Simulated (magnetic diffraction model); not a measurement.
## Which magnetic order? La2Co3Si3Ge2

Space group C2/c (no. 15), a = 11.2580 Å, b = 12.0530 Å, c = 5.6770 Å, β = 119.97°.

| site | atom | x | y | z |
| --- | --- | --- | --- | --- |
| 8f | La | 0.7354 | 0.8595 | 0.2372 |
| 8f | Ge | 0.1592 | 0.0939 | 0.1641 |
| 4e | Co | 1/2 | 0.4940 | 1/4 |
| 8f | Co | 0.3997 | 0.1354 | 0.3870 |
| 4e | Si | 1/2 | 0.7305 | 1/4 |
| 4e | Si | 1/2 | 0.9956 | 1/4 |
| 4e | Si | 1/2 | 0.2770 | 1/4 |

The compound is invented for this exercise: a known structure type with other elements, its cell scaled to their sizes and not relaxed.

Only Co is taken to order (form factors of Co2+); orders and moment sizes are assumed, and not adapted to the symmetry. Radiation: neutrons of λ = 1.8 Å, 8° to 35°; isotropic B of 0.36 Å² (La), 0.39 Å² (Ge), 0.44 Å² (Co) and 0.45 Å² (Si). Simulated constant-wavelength pattern: nuclear and magnetic terms add, the magnetic one as |2.695 fm × Σ f S⊥ exp(2πi Q·r) exp(−B s²)|², summed over all Q at one angle with the factor 1/(sin²θ cos θ). For collinear order S is the moment m, which repeats by lattice and centring translations R with the sign exp(−2πi k·R). Free-ion form factors, Sears's scattering lengths of 1992, no absorption; a label names one of the reflections at its angle. The strongest nuclear line in the range is 100, and lines under 0.2 are left out.

Above the ordering temperature:

```
2θ (°)     index      I
 13.63   (1 1 0)   40.2
 17.18   (0 2 0)    1.4
 21.27   (2 0 0)   33.6
 27.32   (0 2 1)    0.5
 27.47   (2 2 0)    0.9
 28.04   (1 3 0)    4.6
 29.41   (1 1 1)   37.7
 29.56  (3 1 -1)   44.2
 33.33   (3 1 0)   65.7
 34.76   (0 4 0)  100.0
```

Below it (cell unchanged):

```
2θ (°)      I
 13.63  130.1
 17.18   64.5
 20.18   56.9
 21.09    2.0
 21.19   88.2
 21.27   33.6
 27.32   24.6
 27.41   13.1
 27.47    6.9
 28.04   10.8
 29.41  118.6
 29.56   45.0
 31.86    7.6
 33.33   68.0
 34.76  100.4
```

**Question.** Find the propagation vector, then choose among these models:
A. collinear moments along [111], 2.23 μB on Co; signs + at (1/2, 0.4940, 1/4), + at (1/2, 0.5060, 3/4), − at (0.3997, 0.1354, 0.3870), − at (0.6003, 0.1354, 0.1130), − at (0.6003, 0.8646, 0.6130), − at (0.3997, 0.8646, 0.8870)
B. collinear moments along [001], 2.23 μB on Co; signs + at (1/2, 0.4940, 1/4), + at (1/2, 0.5060, 3/4), − at (0.3997, 0.1354, 0.3870), − at (0.6003, 0.1354, 0.1130), − at (0.6003, 0.8646, 0.6130), − at (0.3997, 0.8646, 0.8870)
C. collinear moments along [111], 2.23 μB on Co; signs + at (1/2, 0.4940, 1/4), − at (1/2, 0.5060, 3/4), − at (0.3997, 0.1354, 0.3870), − at (0.6003, 0.1354, 0.1130), + at (0.6003, 0.8646, 0.6130), + at (0.3997, 0.8646, 0.8870)
D. collinear moments along [001], 2.23 μB on Co; signs + at (1/2, 0.4940, 1/4), − at (1/2, 0.5060, 3/4), − at (0.3997, 0.1354, 0.3870), − at (0.6003, 0.1354, 0.1130), + at (0.6003, 0.8646, 0.6130), + at (0.3997, 0.8646, 0.8870)

No line moves, and magnetic intensity falls on nuclear lines such as the one at 13.63°; new lines at (0 0 1), (2 0 -1) and (1 3 -1) have whole indices that obey the lattice centring, at places with no nuclear intensity to speak of, so the magnetic cell equals the chemical primitive cell: k = 0.

Magnetic intensity, observed (below minus above) and for each model:

| 2θ (°) | index | observed | A | B | C | D |
| --- | --- | --- | --- | --- | --- | --- |
| 13.63 | (1 1 0) | 89.9 | 276.5 | 530.0 | 89.9 | 172.2 |
| 17.18 | (0 2 0) | 63.1 | 23.6 | 59.5 | 63.1 | 159.4 |
| 20.18 | (1 1 -1) | 56.8 | 0.3 | <0.2 | 56.8 | 11.6 |
| 21.19 | (2 0 -1) | 88.2 | <0.2 | <0.2 | 88.2 | 25.1 |
| 27.47 | (2 2 0) | 6.1 | 15.1 | 29.0 | 6.1 | 11.6 |
| 29.41 | (1 1 1) | 81.0 | 31.6 | 26.1 | 81.0 | 66.9 |
| 29.56 | (3 1 -1) | 0.8 | 31.4 | 26.0 | 0.8 | 0.6 |
| 34.76 | (0 4 0) | 0.4 | 22.7 | 57.4 | 0.4 | 0.9 |

Model C matches.

The structure used: k = (0 0 0), collinear moments along [111], 2.23 μB on Co; signs + at (1/2, 0.4940, 1/4), − at (1/2, 0.5060, 3/4), − at (0.3997, 0.1354, 0.3870), − at (0.6003, 0.1354, 0.1130), + at (0.6003, 0.8646, 0.6130), + at (0.3997, 0.8646, 0.8870).

[Logs are printed without paths, hosts, clocks, repeated set-up lines and the standing remarks that a program may print on its own settings, such as how far it seeks lower states.]
